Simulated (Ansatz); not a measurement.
An input for Ansatz 0.2.0 (AlN (P6_3mc)):

```yaml
crystal:
  lattice:
    - [3.113, 0.0, 0.0]
    - [-1.5565, 2.695937082, 0.0]
    - [0.0, 0.0, 4.981]
  atoms:
    - { symbol: Al, position: [0.3333333333, 0.6666666667, 0.0] }
    - { symbol: Al, position: [0.6666666667, 0.3333333333, 0.5] }
    - { symbol: "N", position: [0.3333333333, 0.6666666667, 0.38] }
    - { symbol: "N", position: [0.6666666667, 0.3333333333, 0.88] }
kpoints:
  mp_grid: { grid: [6, 6, 4] }
  band_path:
    path:
      - [0.0, 0.0, 0.0]
      - [0.5, 0.0, 0.0]
      - [0.33333333, 0.33333333, 0.0]
      - [0.0, 0.0, 0.5]
      - [0.5, 0.0, 0.5]
      - [0.33333333, 0.33333333, 0.5]
    npoints: 1
hamiltonian:
  xc: hse06
  pseudopotentials: { kind: paw, azcp: { folder: soft_1 } }
scf:
  occupations: { method: fixed }
  n_extra_bands: 5
output:
  eigenvalues: true
  write_density: true
  write_potential: true
  elf: true
  volumetric_format: npy
```

The database entry behind the starting cell differs from later determinations by our own check (inner coordinate u about 0.002 short), so it need not match the best structure at ambient conditions.

```sh
ansatz run input.yaml --threads 3 --pin off --max-ram 92160MiB --backend cuda --events-out ev --progress --plain --runs-dir out --devices 1 --max-vram 13GiB
```

**Question.** How long will it take on 1 × NVIDIA H100 80GB HBM3 (shared by 6 runs) with 3 threads of AMD EPYC 7R13 (Zen 3), shared host, and how much memory?

It took 17 s; on shared hardware allow 8.5 s to 34 s. Peak host memory was 1.2 GiB. The sizes that set the cost: 809 plane waves a state, 21 irreducible k points and 13 SCF cycles.

Exact exchange couples every pair of k points and filled bands, so it costs far more than a semilocal run.

[Paths, hosts, dates, memory and timing lines, banners, echoed tables and standing remarks are left out of the program output.]

[Logs are printed without paths, hosts, clocks, repeated set-up lines and the standing remarks that a program may print on its own settings, such as how far it seeks lower states.]

[Runs of the session that timed out or met a known fault of the program may be left out.]

[Cells called generated may have been cut or substituted from an entry of the Crystallography Open Database or the Materials Project.]

[Hosts, paths, dates, database ids (printed as entryN), source tags and the programs' standing remarks are cut or masked in the printed files.]
